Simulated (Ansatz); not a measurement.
**A hypothetical structure for CoBiS3**

This structure for CoBiS3 is made up. Its elements were placed in a known structure type with a cell scaled to their sizes. What cell does the guess relax to, and how far off was it?

Main program and level: Ansatz 0.2.0; DFT, PBE, plane-wave PAW, default files, scalar-relativistic, ferromagnetic start, cell and ions relaxed at zero pressure, in the first sound run; inputs show where later runs differ.

### Step 1. Set-up

The structure is trigonal, space group R-3m (No. 166). Conventional cell: a = 6.566 Å, b = 6.566 Å, c = 8.143 Å, α = 90.00°, β = 90.00°, γ = 120.00°. Bi has 12 S at 3.28 to 3.31 Å nearest. Nearest to Co lie 6 S at 2.33 Å. Nearest to S lie 2 Co at 2.33 Å and 4 Bi at 3.28 to 3.31 Å. Farther neighbours and most contacts between anions are not listed.

### Step 2. Relaxation of the guess

The guessed cell has no reason to be at equilibrium. It is relaxed with the atoms, within the space group of the guess.

File input.yaml:

```yaml
crystal:
  lattice:
    - [3.283, 1.895440934, 2.714333333]
    - [-3.283, 1.895440934, 2.714333333]
    - [0.0, -3.790881867, 2.714333333]
  atoms:
    - { symbol: Bi, position: [0.0, 0.0, 0.0] }
    - { symbol: Co, position: [0.5, 0.5, 0.5], spin: 2.0 }
    - { symbol: S, position: [0.5, 0.5, 0.0] }
    - { symbol: S, position: [0.5, 0.0, 0.5] }
    - { symbol: S, position: [0.0, 0.5, 0.5] }
magnetization:
  spin_polarized: true
kpoints:
  mp_grid: { grid: [6, 6, 6] }
scf:
  occupations: { method: fermi_dirac, width: 0.05 }
hamiltonian:
  xc: pbe
  pseudopotentials: { kind: paw }
relax:
  f_tol: 0.015
  max_steps: 70
  cell: {}
output:
  forces: true
  stress: true
```

On the command line:

```console
> ansatz run input.yaml --threads 4 --pin off --max-ram 8192MiB --backend cpu --events-out ev --progress --plain --runs-dir out
```

Numbers of over 12 decimals in the logs are rounded to 6 here.

The program printed:

```text
Engine: ansatz 0.2.0, aarch64-unknown-linux-gnu
Pseudopotentials: kind: paw
Pseudopotential: Bi, paw, valence charge 15, recommended cutoff 420 eV (normal), Bi.paw.azcp
Pseudopotential: Co, paw, valence charge 17, recommended cutoff 420 eV (normal), Co.paw.azcp
Pseudopotential: S, paw, valence charge 6, recommended cutoff 420 eV (normal), S.paw.azcp
Functional definition: PBE
  parameter kappa = 0.804
  parameter beta = 0.066725
  exchange = pbe_x(kappa = kappa, mu = beta*pi^2/3)
  correlation = pbe_c(beta = beta)
Crystal: 5 atoms, lattice volume = 101.343 Å³
Basis set: ecut = 420 eV, 1959 PW (Γ), exchange–correlation on 64×64×64 points (8 copies of the dense FFT grid, shifted against one another)
Bands: 32, of which v1, the nominal top of the filled ones, is band 25 counted from 1 (24 counted from 0)
Symmetry: 12 space group operations
Space group: R-3m (ITA 166), of the structure as read, at distance tolerance 4.7e-5 Å
Magnetic group: BNS 166.97 (UNI 1327), of the structure as read, at distance tolerance 4.7e-5 Å
k-points: 32 of 216
Non-local potential: Bi, projectors of the file, l = 0: 2, l = 1: 2, l = 2: 2, l = 3: 2
Non-local potential: Co, projectors of the file, l = 0: 3, l = 1: 2, l = 2: 3, l = 3: 1
Non-local potential: S, projectors of the file, l = 0: 2, l = 1: 2, l = 2: 2
PAW form: soft (Blöchl's): semilocal exchange-correlation on the pseudo side does not see the compensation charge
PAW one-centre angular grid: Bi, 590 points (default); XC on 64 Gauss nodes
PAW one-centre angular grid: Co, 590 points (default); XC on 64 Gauss nodes
PAW one-centre angular grid: S, 110 points (default); XC on 64 Gauss nodes
Initial density: superposition of atomic densities (chi_scale 0.1, normalization cell, long waves kept (reshape's long-wave potential 0.02 eV rms))
Starting moments: Σ|m| = 2 μB on 1 of 5 sites
Initial wavefunctions: pseudopotential atomic-orbital guess
Functional: x = pbe(κ = 0.804, μ = 0.219515), c = pbe(β = 0.066725)
SCF iter   1: F=—  HF=-20229.053911 eV  |F-HF|=—  |Δ(HF+E_count)|=         —  Δρ=3.68e-2 (↑3.68e-2 ↓3.03e-2)  dr2=1.10e1  dr2_m=3.58e-2  M=2.372 μB ∫|m|=2.373 μB  β_m=0.30  ethr=3.10e-3  ⟨swp⟩=6.4  Hψ=8763  notcnv=0  defer=8
Mixer restart at iter 1: flushing history
preconditioner: auto → Kerker (q_TF=auto, 2.425 Å⁻¹)  [metal: Δε(μ)=0.008 eV  Ē_g=11.859 eV  σ=0.050 eV  W_gap=0.04  n_scr=26 (ndim 8)  ℏωp=23.9 eV  f_vac=0.000  D(μ)=7.38/eV (n_scr^D=80)]
spin=Collinear: Kerker preconditioning applied to the charge; magnetization (m = ρ↑ − ρ↓) channel mixes plain (no charge-response kernel on spin).
SCF iter   2: F=—  HF=-20229.128975 eV  |F-HF|=—  |Δ(HF+E_count)|=   7.51e-2  Δρ=2.06e-2 (↑2.06e-2 ↓2.04e-2)  dr2=6.19e0  dr2_m=1.52e-2  M=2.353 μB ∫|m|=2.353 μB  β_m=0.54  ethr=3.10e-3  ⟨swp⟩=2.8  Hψ=3720  notcnv=0  defer=82
SCF iter   3: F=—  HF=-20228.371099 eV  |F-HF|=—  |Δ(HF+E_count)|=   7.58e-1  Δρ=3.07e-2 (↑1.05e-2 ↓3.07e-2)  dr2=2.68e0  dr2_m=1.14e-1  M=2.103 μB ∫|m|=2.145 μB  β_m=0.50  ethr=3.10e-3  ⟨swp⟩=3.2  Hψ=4079  notcnv=0  defer=83
SCF iter   4: F=—  HF=-20228.089910 eV  |F-HF|=—  |Δ(HF+E_count)|=   2.81e-1  Δρ=2.00e-2 (↑2.00e-2 ↓7.63e-3)  dr2=3.11e-1  dr2_m=9.03e-2  M=1.936 μB ∫|m|=2.131 μB  β_m=0.75  ethr=3.10e-3  ⟨swp⟩=3.4  Hψ=3910  notcnv=0  defer=65
SCF iter   5: F=—  HF=-20228.204266 eV  |F-HF|=—  |Δ(HF+E_count)|=   1.14e-1  Δρ=8.83e-3 (↑8.83e-3 ↓4.27e-3)  dr2=1.90e-1  dr2_m=1.72e-2  M=1.806 μB ∫|m|=2.038 μB  β_m=0.88  ethr=6.22e-4  ⟨swp⟩=3.4  Hψ=4092  notcnv=0  defer=46
SCF iter   6: F=—  HF=-20228.195217 eV  |F-HF|=—  |Δ(HF+E_count)|=         —  Δρ=1.34e-2 (↑1.34e-2 ↓4.35e-3)  dr2=9.89e-2  dr2_m=7.10e-2  M=1.295 μB ∫|m|=1.676 μB  β_m=0.88  ethr=3.80e-4  ⟨swp⟩=3.1  Hψ=3606  notcnv=0  defer=46
Mixer restart at iter 6: flushing history
SCF iter   7: F=—  HF=-20228.221656 eV  |F-HF|=—  |Δ(HF+E_count)|=   2.64e-2  Δρ=2.29e-2 (↑3.43e-3 ↓2.29e-2)  dr2=3.15e-1  dr2_m=1.23e-1  M=1.054 μB ∫|m|=1.419 μB  β_m=0.76  ethr=1.98e-4  ⟨swp⟩=3.2  Hψ=4416  notcnv=0  defer=44  recentre
SCF iter   8: F=—  HF=-20228.221819 eV  |F-HF|=—  |Δ(HF+E_count)|=   1.63e-4  Δρ=1.45e-2 (↑1.45e-2 ↓4.08e-3)  dr2=8.81e-2  dr2_m=7.72e-2  M=1.044 μB ∫|m|=1.426 μB  β_m=0.59  ethr=1.98e-4  ⟨swp⟩=3.1  Hψ=4600  notcnv=0  defer=49
SCF iter   9: F=-20228.212071 eV  HF=-20228.219703 eV  |F-HF|=7.63e-3  |Δ(HF+E_count)|=   2.12e-3  Δρ=9.24e-3 (↑9.24e-3 ↓7.32e-3)  dr2=2.55e-3  dr2_m=6.31e-2  M=0.845 μB ∫|m|=1.185 μB  β_m=0.38  ethr=1.76e-4  ⟨swp⟩=2.0  Hψ=2731  notcnv=0  defer=49
SCF iter  10: F=-20228.204489 eV  HF=-20228.202832 eV  |F-HF|=1.66e-3  |Δ(HF+E_count)|=   1.69e-2  Δρ=5.56e-3 (↑5.56e-3 ↓2.82e-3)  dr2=2.54e-2  dr2_m=1.37e-2  M=0.832 μB ∫|m|=1.135 μB  β_m=0.41  ethr=5.09e-6  ⟨swp⟩=2.5  Hψ=4545  notcnv=0  defer=49
SCF iter  11: F=-20228.204175 eV  HF=-20228.202819 eV  |F-HF|=1.36e-3  |Δ(HF+E_count)|=   1.29e-5  Δρ=8.83e-3 (↑4.35e-3 ↓8.83e-3)  dr2=2.75e-2  dr2_m=3.93e-2  M=0.777 μB ∫|m|=1.010 μB  β_m=0.73  ethr=5.09e-6  ⟨swp⟩=2.2  Hψ=4280  notcnv=0  defer=50
SCF iter  12: F=-20228.218559 eV  HF=-20228.218870 eV  |F-HF|=3.11e-4  |Δ(HF+E_count)|=   1.61e-2  Δρ=2.82e-3 (↑2.82e-3 ↓1.78e-3)  dr2=1.47e-3  dr2_m=4.76e-3  M=0.797 μB ∫|m|=1.078 μB  β_m=0.86  ethr=5.09e-6  ⟨swp⟩=2.5  Hψ=4502  notcnv=0  defer=50
SCF iter  13: F=-20228.219171 eV  HF=-20228.219793 eV  |F-HF|=6.22e-4  |Δ(HF+E_count)|=   9.23e-4  Δρ=2.28e-3 (↑2.28e-3 ↓1.57e-3)  dr2=5.77e-4  dr2_m=3.39e-3  M=0.797 μB ∫|m|=1.072 μB  β_m=0.93  ethr=2.93e-6  ⟨swp⟩=1.7  Hψ=2554  notcnv=0  defer=50
SCF iter  14: F=-20228.219846 eV  HF=-20228.219875 eV  |F-HF|=2.90e-5  |Δ(HF+E_count)|=   8.16e-5  Δρ=5.16e-4 (↑3.54e-4 ↓5.16e-4)  dr2=3.40e-5  dr2_m=1.75e-4  M=0.787 μB ∫|m|=1.047 μB  β_m=0.97  ethr=1.15e-6  ⟨swp⟩=2.0  Hψ=3751  notcnv=0  defer=50
SCF iter  15: F=-20228.219858 eV  HF=-20228.219872 eV  |F-HF|=1.38e-5  |Δ(HF+E_count)|=   2.93e-6  Δρ=3.69e-4 (↑2.47e-4 ↓3.69e-4)  dr2=1.52e-5  dr2_m=8.78e-5  M=0.787 μB ∫|m|=1.047 μB  β_m=0.98  ethr=6.80e-8  ⟨swp⟩=1.4  Hψ=2177  notcnv=0  defer=50
SCF iter  16: F=-20228.219869 eV  HF=-20228.219870 eV  |F-HF|=1.16e-6  |Δ(HF+E_count)|=   1.50e-6  Δρ=1.11e-4 (↑7.85e-5 ↓1.11e-4)  dr2=8.98e-7  dr2_m=8.28e-6  M=0.787 μB ∫|m|=1.049 μB  β_m=0.90  ethr=3.04e-8  ⟨swp⟩=1.8  Hψ=2483  notcnv=0  defer=50
SCF iter  17: F=-20228.219870 eV  HF=-20228.219870 eV  |F-HF|=5.13e-7  |Δ(HF+E_count)|=   7.96e-8  Δρ=2.70e-5 (↑2.70e-5 ↓8.31e-6)  dr2=7.71e-7  dr2_m=1.58e-7  M=0.787 μB ∫|m|=1.050 μB  β_m=0.90  ethr=1.80e-9  ⟨swp⟩=2.1  Hψ=3564  notcnv=0  defer=50
[...]
SCF iter   8: F=—  HF=-20228.435497 eV  |F-HF|=—  |Δ(HF+E_count)|=   3.44e-7  Δρ=5.57e-5 (↑3.22e-5 ↓5.57e-5)  dr2=8.13e-6  dr2_m=1.24e-7  M=0.701 μB ∫|m|=0.878 μB  β_m=0.86  ethr=4.17e-8  ⟨swp⟩=1.1  Hψ=2058  notcnv=0
SCF iter   9: F=—  HF=-20228.435497 eV  |F-HF|=—  |Δ(HF+E_count)|=   4.40e-7  Δρ=7.78e-6 (↑7.78e-6 ↓3.03e-6)  dr2=1.97e-7  dr2_m=8.98e-9  M=0.702 μB ∫|m|=0.878 μB  β_m=0.93  ethr=1.63e-8  ⟨swp⟩=1.9  Hψ=2289  notcnv=0
SCF iter  10: F=-20228.435497 eV  HF=-20228.435497 eV  |F-HF|=2.21e-7  |Δ(HF+E_count)|=   4.78e-9  Δρ=1.02e-5 (↑5.00e-6 ↓1.02e-5)  dr2=2.38e-7  dr2_m=6.08e-9  M=0.702 μB ∫|m|=0.878 μB  ethr=3.94e-10  ⟨swp⟩=2.6  Hψ=6268  notcnv=0
SCF 3 converged in 10 iterations: F = -20228.435497 eV  dr2 = 2.38e-7
relax step   3: F+E_penalty+E_count = -20228.43549679 eV  Δ(F+E_penalty+E_count) = -1.065e-2 eV  max|allowed force component| = 2.173e-28 eV/Å  Δτ_max = 0.0000 Å  P = +0.350 GPa  Ω = 91.972 Å³  energy of the carried Pulay correction = +1.862e-3 eV  (10 SCF iters, dr2 threshold 5.00e-7 eV, accepted)
[...]
relax step   4: F+E_penalty+E_count = -20228.43584382 eV  Δ(F+E_penalty+E_count) = -3.470e-4 eV  max|allowed force component| = 1.605e-28 eV/Å  Δτ_max = 0.0000 Å  P = +0.000 GPa  Ω = 92.319 Å³  energy of the carried Pulay correction = +1.790e-3 eV  (9 SCF iters, dr2 threshold 3.84e-7 eV, accepted)
[...]
relax step   5: F+E_penalty+E_count = -20228.43586804 eV  Δ(F+E_penalty+E_count) = -2.422e-5 eV  max|allowed force component| = 2.137e-28 eV/Å  Δτ_max = 0.0000 Å  P = -0.000 GPa  Ω = 92.319 Å³  energy of the carried Pulay correction = +1.790e-3 eV  (6 SCF iters, dr2 threshold 6.77e-9 eV, accepted)
Initial wavefunctions: pseudopotential atomic-orbital guess (no wavefunctions were taken with the density)
iter 1 solved again at ethr=1.26e-7 eV; its pass at ethr=3.10e-3 eV (dr2=6.29e-5 eV) is discarded
SCF iter   1: F=—  HF=-20228.434138 eV  |F-HF|=—  |Δ(HF+E_count)|=         —  Δρ=1.15e-4 (↑1.08e-4 ↓1.15e-4)  dr2=5.58e-6  dr2_m=2.27e-8  M=0.706 μB ∫|m|=0.886 μB  β_m=0.65  ethr=1.26e-7  ⟨swp⟩=3.5  Hψ=14884  notcnv=0
preconditioner: auto → Kerker (q_TF=auto, 2.186 Å⁻¹)  [metal: Δε(μ)=0.007 eV  Ē_g=12.688 eV  σ=0.050 eV  W_gap=0.03  n_scr=18 (ndim 8)  ℏωp=25.0 eV  f_vac=0.000  D(μ)=4.64/eV (n_scr^D=32)]
spin=Collinear: Kerker preconditioning applied to the charge; magnetization (m = ρ↑ − ρ↓) channel mixes plain (no charge-response kernel on spin).
SCF iter   2: F=—  HF=-20228.434149 eV  |F-HF|=—  |Δ(HF+E_count)|=   1.10e-5  Δρ=3.73e-5 (↑3.73e-5 ↓3.64e-5)  dr2=1.71e-6  dr2_m=2.30e-8  M=0.706 μB ∫|m|=0.886 μB  β_m=0.50  ethr=1.12e-8  ⟨swp⟩=2.0  Hψ=3644  notcnv=0
SCF iter   3: F=—  HF=-20228.434149 eV  |F-HF|=—  |Δ(HF+E_count)|=   1.16e-7  Δρ=2.67e-5 (↑2.50e-5 ↓2.67e-5)  dr2=2.99e-7  dr2_m=1.39e-9  M=0.706 μB ∫|m|=0.886 μB  β_m=0.53  ethr=3.42e-9  ⟨swp⟩=2.0  Hψ=3618  notcnv=0
SCF iter   4: F=—  HF=-20228.434149 eV  |F-HF|=—  |Δ(HF+E_count)|=   2.55e-8  Δρ=2.27e-6 (↑1.79e-6 ↓2.27e-6)  dr2=1.27e-8  dr2_m=3.19e-10  M=0.706 μB ∫|m|=0.886 μB  β_m=0.75  ethr=5.98e-10  ⟨swp⟩=2.0  Hψ=3620  notcnv=0
SCF iter   5: F=—  HF=-20228.434149 eV  |F-HF|=—  |Δ(HF+E_count)|=   1.59e-9  Δρ=1.68e-6 (↑5.68e-7 ↓1.68e-6)  dr2=2.98e-9  dr2_m=3.35e-10  M=0.706 μB ∫|m|=0.886 μB  β_m=0.87  ethr=2.54e-11  ⟨swp⟩=2.1  Hψ=3529  notcnv=0
SCF iter   6: F=—  HF=-20228.434149 eV  |F-HF|=—  |Δ(HF+E_count)|=   4.55e-9  Δρ=1.03e-6 (↑1.47e-7 ↓1.03e-6)  dr2=9.07e-10  dr2_m=2.66e-10  M=0.706 μB ∫|m|=0.886 μB  β_m=0.94  ethr=5.95e-12  ⟨swp⟩=2.0  Hψ=3642  notcnv=0
SCF iter   7: F=—  HF=-20228.434149 eV  |F-HF|=—  |Δ(HF+E_count)|=  4.73e-10  Δρ=3.39e-7 (↑3.39e-7 ↓1.06e-7)  dr2=5.23e-11  dr2_m=3.24e-11  M=0.706 μB ∫|m|=0.886 μB  β_m=0.97  ethr=1.81e-12  ⟨swp⟩=2.0  Hψ=3664  notcnv=0
SCF iter   8: F=—  HF=-20228.434149 eV  |F-HF|=—  |Δ(HF+E_count)|=    0.00e0  Δρ=7.61e-8 (↑7.61e-8 ↓6.42e-8)  dr2=1.48e-11  dr2_m=1.37e-13  M=0.706 μB ∫|m|=0.886 μB  β_m=0.98  ethr=1.00e-12  ⟨swp⟩=1.0  Hψ=2053  notcnv=0
SCF iter   9: F=—  HF=-20228.434149 eV  |F-HF|=—  |Δ(HF+E_count)|=  1.82e-11  Δρ=4.70e-8 (↑1.73e-8 ↓4.70e-8)  dr2=2.86e-12  dr2_m=2.11e-13  M=0.706 μB ∫|m|=0.886 μB  β_m=0.99  ethr=1.00e-12  ⟨swp⟩=1.0  Hψ=2048  notcnv=0
SCF iter  10: F=-20228.434149 eV  HF=-20228.434149 eV  |F-HF|=2.55e-11  |Δ(HF+E_count)|=  3.64e-12  Δρ=1.13e-7 (↑3.78e-8 ↓1.13e-7)  dr2=1.95e-11  dr2_m=1.28e-12  M=0.706 μB ∫|m|=0.886 μB  ethr=1.00e-12  ⟨swp⟩=2.0  Hψ=5951  notcnv=0
SCF 6 converged in 10 iterations: F = -20228.434149 eV  dr2 = 1.95e-11
relax step   6: F+E_penalty+E_count = -20228.43414872 eV  Δ(F+E_penalty+E_count) = +1.719e-3 eV  max|allowed force component| = 2.158e-28 eV/Å  Δτ_max = 0.0000 Å  P = -0.000 GPa  Ω = 92.319 Å³  stress off target by 1.91e-2 GPa  SCF on the basis re-selected at this cell (its energy is not comparable with the rows above)  (10 SCF iters)
basis re-selected at this cell: Δ(F+E_penalty+E_count) = +1.719e-3 eV, ΔP = -0.000 GPa vs the last step (what re-selecting the basis moved, of the pressure what is left beyond the Pulay correction that the steps carried, after the strain that the cell walked since its last selection, with what the two solves' SCF thresholds leave and, on support functions, any second-order correction that the steps lacked; it is no m [...]
SCF converged after 10 iterations
Magnetization: 0.7063 μB (25.3531 up, 24.6469 down)
Absolute magnetization: 0.8866 μB (∫|ρ↑−ρ↓|, with the PAW one-centre terms)
Spin contamination: 0.0253 ħ² per cell (⟨S²⟩ above its minimum at these occupations)
Per-site moments (μB) at R_I (Å): [(-0.046619, 1.317989), (0.488202, 0.932161), (0.061807, 0.932161), (0.061807, 0.932161), (0.061807, 0.932161)]
Free energy (F): -20228.434149 eV
Harris-Foulkes:  -20228.434149 eV  (|F-HF|=2.55e-11)
Internal energy: -20228.395439 eV  (E = F + TS)
E sigma→0 (E₀):  -20228.414794 eV
Entropy (-TS):   -0.038710 eV (-7.742 meV/atom)
Fermi energy:    10.327208 eV
--- Per-component energies (eV) ---
  E_band       = -414.076833
  E_kinetic    = 1073.568076
  E_local      = -5947.072376  (includes V_loc(G=0)·N_el)
  E_nonlocal   = 1106.247975
  E_hartree    = 2378.184480
  E_xc         = -600.600911
  E_vxc        = -610.428095  (∫ρ·V_xc dr)
  E_paw        = -13980.732195  (= ΣΔE_a)
  E_vpaw       = -792.761368  (= ΣTr[D̂ρ^β])
  E_aug_tail   = -0.000374  (compensation charges beyond the density's cutoff)
  E_ewald      = -4257.990113
  E_smearing   = -0.038710  (= −TS)
  E_closure    = -0.000000  (closes the sum)
  Σ components = -20228.434149   (vs F -20228.434149, Δ=0.00e0)
--- Forces (eV/Å), atoms counted from 1 ---
  atom   1  Bi    -0.00000000     0.00000000     0.00000000
  atom   2  Co     0.00000000     0.00000000     0.00000000
  atom   3  S      0.00000000     0.00000000     0.00000000
  atom   4  S      0.00000000    -0.00000000     0.00000000
  atom   5  S     -0.00000000     0.00000000    -0.00000000
  max |Σ_I F_I| component: 2.67e-28 eV/Å
--- Stress (GPa, compression-positive) ---
        0.009020      -0.000000       0.000000
       -0.000000       0.009020      -0.000000
        0.000000      -0.000000      -0.019055
  P = ⅓ Tr σ = -0.0003 GPa (-0.003 kbar)
--- Relaxed structure (5 steps of the walk, 5 accepted, 1 SCFs on fresh bases) ---
  F+E_penalty+E_count = -20228.43414872 eV   max|allowed force component| = 2.158e-28 eV/Å   (the final SCF, on the basis selected at the relaxed cell)
  cell:  # Å, volume = 92.3191 Å³
    - [3.195125, 1.844706, 2.610508]
    - [-3.195125, 1.844706, 2.610508]
    - [-6.531024216637232e-18, -3.689413, 2.610508]
  atoms:
    - { symbol: Bi, position: [0, 0, 0] }
    - { symbol: Co, position: [0.500000, 0.500000, 0.500000] }
    - { symbol: S, position: [0.5, 0.5, -5.551115123125783e-17] }
    - { symbol: S, position: [0.500000, 1.6653345369377348e-16, 0.500000] }
    - { symbol: S, position: [1.6653345369377348e-16, 0.500000, 0.500000] }
```

It took 26 s on 4 threads of Arm Neoverse V1, shared host; peak memory 0.64 GiB.

Relaxation path:

```csv
step,energy less that of the first step (eV),largest force component (eV/Å),pressure (GPa),volume (Å³)
1,0.0000,0.0000,-6.94,101.34
2,-0.2050,0.0000,-1.73,94.15
3,-0.2156,0.0000,0.35,91.97
4,-0.2160,0.0000,0.00,92.32
5,-0.2160,0.0000,0.00,92.32
6*,-0.2143,0.0000,0.00,92.32
```

Relaxation steps marked * repeat the geometry before them on a plane-wave basis chosen anew for their cell, so energy and pressure can jump there.

The run keeps the 12 symmetry operations that it works with, so distortions that break them were not tested.

```csv
cell as run,before,after,change
a (Å),4.662,4.520,-3.1 %
b (Å),4.662,4.520,-3.1 %
c (Å),4.662,4.520,-3.1 %
α (°),89.52,89.98,+0.5 %
β (°),89.52,89.98,+0.5 %
γ (°),89.52,89.98,+0.5 %
volume (Å³/atom),20.27,18.46,-8.9 %
```

Final coordinates:

```xyz
5
Lattice="3.1951 1.8447 2.6105 -3.1951 1.8447 2.6105 0.0000 -3.6894 2.6105" Properties=species:S:1:pos:R:3 pbc="T T T"
Bi    0.0000    0.0000    0.0000
Co    0.0000    0.0000    3.9158
S     0.0000    1.8447    2.6105
S     1.5976   -0.9224    2.6105
S    -1.5976   -0.9224    2.6105
```

Numbers from this step:

- free energy: -20228.4341 eV
- energy at zero smearing: -20228.4148 eV
- smearing term TS: 0.03871 eV
- Fermi energy: 10.33 eV
- magnetization: 0.7063 μB
- absolute magnetization: 0.8866 μB
- site moments: -0.04662, 0.4882, 0.06181, 0.06181, 0.06181 μB
- electrons: 50
- symmetry operations: 12
- pressure: -3.39e-4 GPa

Site moment by atom:

```csv
atom,site moment (μB)
Bi1,-0.047
Co2,0.488
S3,0.062
S4,0.062
S5,0.062
```

The shortest distance of each pair, which need not be the same contact before and after:

```csv
pair,guess (Å),relaxed (Å)
Co–S,2.331,2.260
Bi–S,3.283,3.195
S–S,3.283,3.195
Bi–Co,4.026,3.913
Bi–Bi,4.662,4.520
```

The relaxation ends with a pressure of 0.00 GPa.

(Part 1 of 2 ends here.)

[Logs are printed without paths, hosts, clocks, repeated set-up lines and the standing remarks that a program may print on its own settings, such as how far it seeks lower states.]

[Hosts, paths, dates, database ids (printed as entryN), source tags and the programs' standing remarks are cut or masked in the printed files.]
